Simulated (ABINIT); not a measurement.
# Beyond one shot: CaHClO (P6_3mc)

Aim: iterate the self-energy on CaHClO (P6_3mc) and follow the gap from cycle to cycle.

Program: ABINIT 10.8.3. Level of theory: LDA and many-body steps on it, plane waves. Results are calculated unless marked as measured.

### 1. Starting point

Symmetry: P6_3mc, No. 186, hexagonal system. Conventional cell: a = 3.870 Å, b = 3.870 Å, c = 9.810 Å, α = 90.00°, β = 90.00°, γ = 120.00°. Nearest to Ca lie 3 O at 2.33 Å and 3 H at 2.77 Å and 4 Cl at 2.87 to 3.11 Å. Nearest to H lie 1 O at 0.97 Å. Nearest to Cl lie 3 H at 2.67 Å and 4 Ca at 2.87 to 3.11 Å. Nearest to O lie 1 H at 0.97 Å and 3 Ca at 2.33 Å. Farther neighbours and most contacts between anions are not listed.

The cell and positions are those that the Materials Project relaxed with its own functionals (PBE, PBE+U or r2SCAN), kept fixed.

### 2. Empty states on the mesh, 3×3×1 mesh, 194 bands

This step: ABINIT 10.8.3; DFT, LDA, plane waves, norm-conserving pseudopotentials.

The sums over transitions need many empty states on a uniform mesh; this step solves for them.

run.abi

```
acell 3*1.0 Angstrom
rprim 
  3.869837503795 0.000000000001 0.000000000000
  -1.934918751899 3.351377586804 0.000000000000
  0.000000000000 0.000000000000 9.809829070000
ntypat 4
znucl 20 1 17 8
natom 8
typat 1 1 2 2 3 3 4 4
xred 
  0.333333333333 0.666666666667 0.000072350000
  0.666666666667 0.333333333333 0.500072350000
  0.000000000000 0.000000000000 0.166937970000
  0.000000000000 0.000000000000 0.666937970000
  0.333333333333 0.666666666667 0.316666000000
  0.666666666667 0.333333333333 0.816666000000
  0.000000000000 0.000000000000 0.068122680000
  0.000000000000 0.000000000000 0.568122680000
pp_dirpath "pseudos"
pseudos "Ca.upf, H.upf, Cl.upf, O.upf"
ecut 36
ngkpt 3 3 1
nshiftk 1
shiftk 0 0 0
kptopt 1
chksymbreak 0
iscf -2
irdden 1
istwfk *1
nband 194
nbdbuf 16
tolwfr 1e-09
nstep 60
prtvol 0
indata_prefix "in"
outdata_prefix "out"
tmpdata_prefix "tmp"
```

Run with:

```bash
OMP_NUM_THREADS=2 mpirun -n 3 abinit run.abi > log
```

Numbers of over 12 decimals in the logs are rounded to 6 here.

Output:

```text
.Version 10.8.3 of ABINIT. v10.8.2 released Aug 2026.

 Symmetries : space group P6_3 m c (#186); Bravais hP (primitive hexag.)
[... echo of the input left out ...]
== DATASET  1 ==================================================================
-   mpi_nproc: 3, omp_nthreads: 2 (-1 if OMP is not activated)

--- !DatasetInfo
iteration_state: {dtset: 1, }
dimensions: {natom: 8, nkpt: 3, mband: 194, nsppol: 1, nspinor: 1, nspden: 1, mpw: 8886, }
cutoff_energies: {ecut:  36.0, pawecutdg:  -1.0, }
[...]
2.20982    2.22678    2.23183    2.23553    2.23583    2.23583    2.25268    2.25442
   2.25442    2.26983    2.26983    2.28561    2.29882    2.30560    2.30560    2.30979
   2.30979    2.33714
 prteigrs : prtvol=0 or 1, do not print more k-points.

== END DATASET(S) ==============================================================
================================================================================

 -outvars: echo values of variables after computation  --------
            nband         194
             nkpt           3
          spgroup         186
 [... the other variables as echoed above ...]

 Calculation completed.
```

It took 82 s on 3 MPI ranks of Arm Neoverse V2, shared host; peak memory 0.39 GiB; 6 min of CPU time.

This step gave:

| Item | Value |
| --- | --- |
| gap | 5.066 eV |
| k of the valence top | 0, 0, 0 |
| k of the conduction bottom | 0, 0, 0 |
| least direct gap | 5.066 eV |
| k points computed | 3 |
| lowest point of the top converged band, above the valence top | 59.6675 eV |

On this mesh the gap is 5.066 eV.

The density comes from a self-consistent run that is not shown.

### 3. Screening, 3×3×1 mesh, 178 bands, screening to 130.6 eV

The RPA dielectric matrix is built and inverted for each q.

This step: RPA screening on LDA, plane waves, norm-conserving pseudopotentials.

run.abi: that of step 2 with these lines changed.

```diff
@@ -26,10 +26,11 @@
 chksymbreak 0
-iscf -2
-irdden 1
 istwfk *1
-nband 194
-nbdbuf 16
-tolwfr 1e-09
-nstep 60
-prtvol 0
+occopt 1
+irdwfk 1
+optdriver 3
+nband 178
+ecuteps 4.8
+inclvkb 2
+awtr 1
+symchi 1
 indata_prefix "in"
```

Run with:

```bash
OMP_NUM_THREADS=1 mpirun -n 8 abinit run.abi > log
```

Output:

```text
.Version 10.8.3 of ABINIT. v10.8.2 released Aug 2026.

 Symmetries : space group P6_3 m c (#186); Bravais hP (primitive hexag.)
[... echo of the input left out ...]
== DATASET  1 ==================================================================
-   mpi_nproc: 8, omp_nthreads: 1 (-1 if OMP is not activated)

--- !DatasetInfo
iteration_state: {dtset: 1, }
dimensions: {natom: 8, nkpt: 3, mband: 178, nsppol: 1, nspinor: 1, nspden: 1, mpw: 8886, }
cutoff_energies: {ecut:  36.0, pawecutdg:  -1.0, }
electrons: {nelect:   4.80000000E+01, charge:   0.00000000E+00, occopt:   1.00000000E+00, tsmear:   1.00000000E-02, }

 SCREENING: Calculation of the susceptibility and dielectric matrices

 Based on a program developped by R.W. Godby, V. Olevano, G. Onida, and L. Reining.
 Incorporated in ABINIT by V. Olevano, G.-M. Rignanese, and M. Torrent.
.Using double precision arithmetic ; gwpc =  8

[... cell and pseudopotentials left out ...]
--------------------------------------------------------------------------------

 ==== K-mesh for the wavefunctions ====
 Number of points in the irreducible wedge :     3
[... list of points left out ...]
 Together with 12 symmetry operations and time-reversal symmetry
 yields     9 points in the full Brillouin Zone.

 ==== Q-mesh for the screening function ====
 Number of points in the irreducible wedge :     3
[... list of points left out ...]
 Together with 12 symmetry operations and time-reversal symmetry
 yields     9 points in the full Brillouin Zone.

 setmesh: FFT mesh size selected  =    24x   24x   72
          total number of points  =        41472

 vcoul_init : cutoff-mode = AUXILIARY_FUNCTION
 q-points for optical limit:   1
     1)      0.000010    0.000020    0.000030

- screening: taking advantage of time-reversal symmetry
- Maximum band index for partially occupied states nbvw = 24
- Remaining bands to be divided among processors   nbcw = 154
- Number of bands treated by each node ~19

 Number of electrons calculated from density =   48.0000; Expected =   48.0000
 average of density, n =  0.055907
 r_s =    1.6224
 omega_plasma =   22.8081 [eV]

 calculating chi0 at frequencies [eV] :
  1    0.000000E+00    0.000000E+00
  2    0.000000E+00    2.280810E+01

--------------------------------------------------------------------------------
  q-point number  1        q = ( 0.000000, 0.000000, 0.000000) [r.l.u.]
--------------------------------------------------------------------------------
[... chi0 elements left out ...]
 For q-point:  0.000010 0.000020 0.000030
  dielectric constant =   2.9785
  dielectric constant without local fields =   3.3942

  Average fulfillment of the sum rule on Im[epsilon] for q-point    1 :     67.31  [%]
[... wings left out ...]
  q-point number  2        q = ( 0.333333, 0.000000, 0.000000) [r.l.u.]
--------------------------------------------------------------------------------
[... chi0 elements left out ...]
  Average fulfillment of the sum rule on Im[epsilon] for q-point    2 :     67.43  [%]

 [... 1 further q-points ...]
```

Elapsed: 33 s, on 8 MPI ranks; peak memory 2 GiB; 4.2 min of CPU time.

Numbers from this step:

```
ε∞ with local fields, on this mesh, along the program's q direction : 2.978
the same without local fields                                       : 3.394
plasma frequency                                                    : 22.81 eV
plane waves in the screening matrix                                 : 439
```

Local fields lower ε∞ by 12 %. On a Γ-centred mesh this coarse the value itself is usually too large, while a short band sum pulls it down.

### 4. G0W0

The self-energy is evaluated for the states that the input lists, and the levels follow from it, in one-shot runs by the linearised quasiparticle equation.

This step: G0W0 on LDA, plane waves, norm-conserving pseudopotentials.

run.abi: that of step 3 with these lines changed.

```diff
@@ -29,8 +29,15 @@
 irdwfk 1
-optdriver 3
+optdriver 4
 nband 178
+gwcalctyp 0
+ecutsigx 36
+symsigma 1
+nkptgw 1
+kptgw 
+  0.0000000000 0.0000000000 0.0000000000
+bdgw 
+  23 26
 ecuteps 4.8
-inclvkb 2
-awtr 1
-symchi 1
+irdscr 1
+ppmodel 1
 indata_prefix "in"
```

Output:

```text
.Version 10.8.3 of ABINIT. v10.8.2 released Aug 2026.

 Symmetries : space group P6_3 m c (#186); Bravais hP (primitive hexag.)
[... echo of the input left out ...]
== DATASET  1 ==================================================================
-   mpi_nproc: 8, omp_nthreads: 1 (-1 if OMP is not activated)

--- !DatasetInfo
iteration_state: {dtset: 1, }
dimensions: {natom: 8, nkpt: 3, mband: 178, nsppol: 1, nspinor: 1, nspden: 1, mpw: 8886, }
cutoff_energies: {ecut:  36.0, pawecutdg:  -1.0, }
electrons: {nelect:   4.80000000E+01, charge:   0.00000000E+00, occopt:   1.00000000E+00, tsmear:   1.00000000E-02, }

 SIGMA: Calculation of the GW corrections

 Based on a program developped by R.W. Godby, V. Olevano, G. Onida, and L. Reining.
 Incorporated in ABINIT by V. Olevano, G.-M. Rignanese, and M. Torrent.
.Using double precision arithmetic ; gwpc =  8

[... cell and pseudopotentials left out ...]
--------------------------------------------------------------------------------

 ==== K-mesh for the wavefunctions ====
 Number of points in the irreducible wedge :     3
[... list of points left out ...]
 Together with 12 symmetry operations and time-reversal symmetry
 yields     9 points in the full Brillouin Zone.

 ==== Q-mesh for screening function ====
 Number of points in the irreducible wedge :     3
[... list of points left out ...]
 Together with 12 symmetry operations and time-reversal symmetry
 yields     9 points in the full Brillouin Zone.

 vcoul_init : cutoff-mode = AUXILIARY_FUNCTION
 q-points for optical limit:   1
     1)      0.000010    0.000020    0.000030
 setmesh: FFT mesh size selected  =    36x   36x  108
          total number of points  =       139968

 Number of electrons calculated from density =   48.0000; Expected =   48.0000
 average of density, n =  0.055907
 r_s =    1.6224
 omega_plasma =   22.8081 [eV]

 === KS Band Gaps ===
  >>>> For spin  1
   Minimum direct gap =   5.0657 [eV], located at k-point      :   0.0000  0.0000  0.0000
   Fundamental gap    =   5.0657 [eV], Top of valence bands at :   0.0000  0.0000  0.0000
                                       Bottom of conduction at :   0.0000  0.0000  0.0000
 SIGMA fundamental parameters:
 PLASMON POLE MODEL  1
 number of plane-waves for SigmaX                 8847
 number of plane-waves for SigmaC and W            439
 number of plane-waves for wavefunctions          8847
 number of bands                                   178
 number of independent spin polarizations            1
 number of spinorial components                      1
 number of k-points in IBZ                           3
 number of q-points in IBZ                           3
 number of symmetry operations                      12
 number of k-points in BZ                            9
 number of q-points in BZ                            9
 number of frequencies for dSigma/dE                 9
 frequency step for dSigma/dE [eV]                0.25
 number of omega for Sigma on real axis              0
 max omega for Sigma on real axis  [eV]           0.00
 zcut for avoiding poles [eV]                     0.10

 EPSILON^-1 parameters (SCR file):
 dimension of the eps^-1 matrix on file            439
 dimension of the eps^-1 matrix used               439
 number of plane-waves for wavefunctions          8847
 number of bands                                   178
 number of q-points in IBZ                           3
 number of frequencies                               2
 number of real frequencies                          1
 number of imag frequencies                          1

 matrix elements of self-energy operator (all in [eV])

 Perturbative Calculation

--- !SelfEnergy_ee
iteration_state: {dtset: 1, }
kpoint     : [   0.000,    0.000,    0.000, ]
spin       : 1
KS_gap     :    5.066
QP_gap     :    7.731
Delta_QP_KS:    2.665
data: !SigmaeeData |
     Band     E0 <VxcDFT>   SigX SigC(E0)      Z dSigC/dE  Sig(E)    E-E0       E
       23   0.926 -15.754 -20.576   3.003   0.803  -0.246 -17.213  -1.460  -0.533
       24   0.926 -15.754 -20.576   3.003   0.803  -0.246 -17.213  -1.460  -0.533
       25   5.992  -9.638  -4.827  -3.395   0.851  -0.175  -8.432   1.206   7.197
       26   6.916 -10.917  -5.271  -3.523   0.846  -0.182  -9.121   1.796   8.713

== END DATASET(S) ==============================================================
================================================================================

 -outvars: echo values of variables after computation  --------
           etotal      0.0000000000E+00
            nband         178
             nkpt           3
          spgroup         186
 [... the other variables as echoed above ...]

 Calculation completed.
```

Elapsed: 6.8 s, on 8 MPI ranks; peak memory 1.5 GiB.

This step gave:

* G0W0 gap on the points computed: 7.73 eV
* starting gap on the mesh: 5.066 eV
* k of the valence top: 0, 0, 0
* k of the conduction bottom: 0, 0, 0
* Z at the valence top: 0.803
* Z at the conduction bottom: 0.851
* least direct G0W0 gap on the computed points: 7.73 eV

The gap on the mesh goes from 5.07 eV to 7.73 eV, a correction of +2.66 eV.

### 5. evGW0, cycle 1

This step: evGW0 on LDA, plane waves, norm-conserving pseudopotentials.

run.abi: that of step 4 with these lines changed.

```diff
@@ -31,10 +31,14 @@
 nband 178
-gwcalctyp 0
+gwcalctyp 10
 ecutsigx 36
 symsigma 1
-nkptgw 1
+nkptgw 3
 kptgw 
   0.0000000000 0.0000000000 0.0000000000
+  0.3333333333 0.0000000000 0.0000000000
+  0.3333333333 0.3333333333 0.0000000000
 bdgw 
-  23 26
+  13 29
+  13 29
+  13 29
 ecuteps 4.8
```

Output:

```text
.Version 10.8.3 of ABINIT. v10.8.2 released Aug 2026.

 Symmetries : space group P6_3 m c (#186); Bravais hP (primitive hexag.)
[... echo of the input left out ...]
== DATASET  1 ==================================================================
-   mpi_nproc: 8, omp_nthreads: 1 (-1 if OMP is not activated)

--- !DatasetInfo
iteration_state: {dtset: 1, }
dimensions: {natom: 8, nkpt: 3, mband: 178, nsppol: 1, nspinor: 1, nspden: 1, mpw: 8886, }
cutoff_energies: {ecut:  36.0, pawecutdg:  -1.0, }
electrons: {nelect:   4.80000000E+01, charge:   0.00000000E+00, occopt:   1.00000000E+00, tsmear:   1.00000000E-02, }

 SIGMA: Calculation of the GW corrections

 Based on a program developped by R.W. Godby, V. Olevano, G. Onida, and L. Reining.
 Incorporated in ABINIT by V. Olevano, G.-M. Rignanese, and M. Torrent.
.Using double precision arithmetic ; gwpc =  8

[... cell and pseudopotentials left out ...]
--------------------------------------------------------------------------------

 ==== K-mesh for the wavefunctions ====
 Number of points in the irreducible wedge :     3
[... list of points left out ...]
 Together with 12 symmetry operations and time-reversal symmetry
 yields     9 points in the full Brillouin Zone.

 ==== Q-mesh for screening function ====
 Number of points in the irreducible wedge :     3
[... list of points left out ...]
 Together with 12 symmetry operations and time-reversal symmetry
 yields     9 points in the full Brillouin Zone.

 vcoul_init : cutoff-mode = AUXILIARY_FUNCTION
 q-points for optical limit:   1
     1)      0.000010    0.000020    0.000030
 setmesh: FFT mesh size selected  =    36x   36x  108
          total number of points  =       139968

 Number of electrons calculated from density =   48.0000; Expected =   48.0000
[...]
--- !SelfEnergy_ee
iteration_state: {dtset: 1, }
kpoint     : [   0.333,    0.000,    0.000, ]
spin       : 1
KS_gap     :    6.188
QP_gap     :    9.555
Delta_QP_KS:    3.367
data: !SigmaeeData |
     Band     E_DFT   <VxcDFT>   E(N-1)  <Hhartree>   SigX  SigC[E(N-1)]    Z     dSigC/dE  Sig[E(N)]  DeltaE  E(N)_pert E(N)_diago
[...]
--- !SelfEnergy_ee
iteration_state: {dtset: 1, }
kpoint     : [   0.333,    0.333,    0.000, ]
spin       : 1
KS_gap     :    6.806
QP_gap     :   10.230
Delta_QP_KS:    3.424
data: !SigmaeeData |
     Band     E_DFT   <VxcDFT>   E(N-1)  <Hhartree>   SigX  SigC[E(N-1)]    Z     dSigC/dE  Sig[E(N)]  DeltaE  E(N)_pert E(N)_diago
[...]
28     8.378   -14.269     8.378    22.647    -7.041    -4.000     0.829    -0.206   -11.592     2.677    11.055    11.606
       29     8.378   -14.269     8.378    22.647    -7.041    -4.000     0.829    -0.206   -11.592     2.677    11.055    11.606

 New Fermi energy :        1.197291E-01 Ha ,    3.257995E+00 eV

 === QP Band Gaps ===
  >>>> For spin  1
   Minimum direct gap =   8.2999 [eV], located at k-point      :   0.0000  0.0000  0.0000
   Fundamental gap    =   8.2999 [eV], Top of valence bands at :   0.0000  0.0000  0.0000
                                       Bottom of conduction at :   0.0000  0.0000  0.0000

 writing QP data on file : out_QPS

 Convergence of QP corrections
 >>>>> For spin  1 <<<<<
.  kptgw no:  1; Maximum DeltaE = (  -1.276   0.000) for band index: 16
.  kptgw no:  2; Maximum DeltaE = (  -1.511   0.000) for band index: 17
.  kptgw no:  3; Maximum DeltaE = (  -1.600  -0.000) for band index: 17

== END DATASET(S) ==============================================================
================================================================================

 -outvars: echo values of variables after computation  --------
           etotal      0.0000000000E+00
            nband         178
             nkpt           3
          spgroup         186
 [... the other variables as echoed above ...]

 Calculation completed.
```

Wall time 56 s (8 MPI ranks); peak memory 2.5 GiB; 7 min of CPU time.

Numbers from this step:

```yaml
quasiparticle_gap_on_the_points_computed: 8.3 eV
gap_of_the_density_functional_on_the_mesh: 5.066 eV
k_of_the_valence_top: 0, 0, 0
k_of_the_conduction_bottom: 0, 0, 0
z_at_the_valence_top: 0.803
z_at_the_conduction_bottom: 0.851
least_direct_quasiparticle_gap_on_the_computed_points: 8.3 eV
```

Against G0W0 in ABINIT (3×3×1 mesh, 178 bands, screening to 130.6 eV, Godby-Needs plasmon pole), the gap moves by +0.570 eV. This first cycle still uses the starting levels; it takes the full correction, at all points of the mesh, and its linearised value is 7.730 eV.

### 6. evGW0, cycle 2

The corrected levels of the last cycle go back in.

run.abi: that of step 5 with these lines changed.

```diff
@@ -46,2 +46,3 @@
 ppmodel 1
+irdqps 1
 indata_prefix "in"
```

Output:

```text
.Version 10.8.3 of ABINIT. v10.8.2 released Aug 2026.

 Symmetries : space group P6_3 m c (#186); Bravais hP (primitive hexag.)
[... echo of the input left out ...]
== DATASET  1 ==================================================================
-   mpi_nproc: 8, omp_nthreads: 1 (-1 if OMP is not activated)

--- !DatasetInfo
iteration_state: {dtset: 1, }
dimensions: {natom: 8, nkpt: 3, mband: 178, nsppol: 1, nspinor: 1, nspden: 1, mpw: 8886, }
cutoff_energies: {ecut:  36.0, pawecutdg:  -1.0, }
[...]
Convergence of QP corrections
 >>>>> For spin  1 <<<<<
.  kptgw no:  1; Maximum DeltaE = (   0.050   0.000) for band index: 16
.  kptgw no:  2; Maximum DeltaE = (   0.092   0.000) for band index: 17
.  kptgw no:  3; Maximum DeltaE = (   0.125   0.000) for band index: 17

== END DATASET(S) ==============================================================
================================================================================

 -outvars: echo values of variables after computation  --------
           etotal      0.0000000000E+00
            nband         178
             nkpt           3
          spgroup         186
 [... the other variables as echoed above ...]

 Calculation completed.
```

It took 60 s on 8 MPI ranks; peak memory 2.5 GiB; 6.9 min of CPU time.

This step gave:

- quasiparticle gap on the points computed: 8.074 eV
- gap of the density functional on the mesh: 5.066 eV
- k of the valence top: 0, 0, 0
- k of the conduction bottom: 0, 0, 0
- least direct quasiparticle gap on the computed points: 8.074 eV

Against the cycle before, the gap moves by −0.226 eV.

### 7. evGW0, cycle 3

run.abi is that of step 6.

Output:

```text
.Version 10.8.3 of ABINIT. v10.8.2 released Aug 2026.

 Symmetries : space group P6_3 m c (#186); Bravais hP (primitive hexag.)
[... echo of the input left out ...]
== DATASET  1 ==================================================================
-   mpi_nproc: 8, omp_nthreads: 1 (-1 if OMP is not activated)

--- !DatasetInfo
iteration_state: {dtset: 1, }
dimensions: {natom: 8, nkpt: 3, mband: 178, nsppol: 1, nspinor: 1, nspden: 1, mpw: 8886, }
cutoff_energies: {ecut:  36.0, pawecutdg:  -1.0, }
[...]
Convergence of QP corrections
 >>>>> For spin  1 <<<<<
.  kptgw no:  1; Maximum DeltaE = (   0.001   0.000) for band index: 17
.  kptgw no:  2; Maximum DeltaE = (  -0.007   0.000) for band index: 17
.  kptgw no:  3; Maximum DeltaE = (  -0.010   0.000) for band index: 16

== END DATASET(S) ==============================================================
================================================================================

 -outvars: echo values of variables after computation  --------
           etotal      0.0000000000E+00
            nband         178
             nkpt           3
          spgroup         186
 [... the other variables as echoed above ...]

 Calculation completed.
```

It took 58 s on 8 MPI ranks; peak memory 2.5 GiB.

This step gave:

- quasiparticle gap on the points computed: 8.09 eV
- gap of the density functional on the mesh: 5.066 eV
- k of the valence top: 0, 0, 0
- k of the conduction bottom: 0, 0, 0
- least direct quasiparticle gap on the computed points: 8.09 eV

Against the cycle before, the gap moves by +0.016 eV.

[end of part 1 of 3]

[Paths, hosts, dates, memory and timing lines, banners, echoed tables and standing remarks are left out of the program output.]

[Logs are printed without paths, hosts, clocks, repeated set-up lines and the standing remarks that a program may print on its own settings, such as how far it seeks lower states.]

[Runs of the session that timed out or met a known fault of the program may be left out.]

[Hosts, paths, dates, database ids (printed as entryN), source tags and the programs' standing remarks are cut or masked in the printed files.]

[G0W0 gaps are taken among the corrected bands and points alone; a level outside them can change the order at an edge.]

[Where Ansatz stands beside ABINIT at settings called matched, ABINIT's density can come from a denser mesh and the files from another edition; pairs whose starting gaps differed by over 0.03 eV were left out, so agreement reads better than it is.]
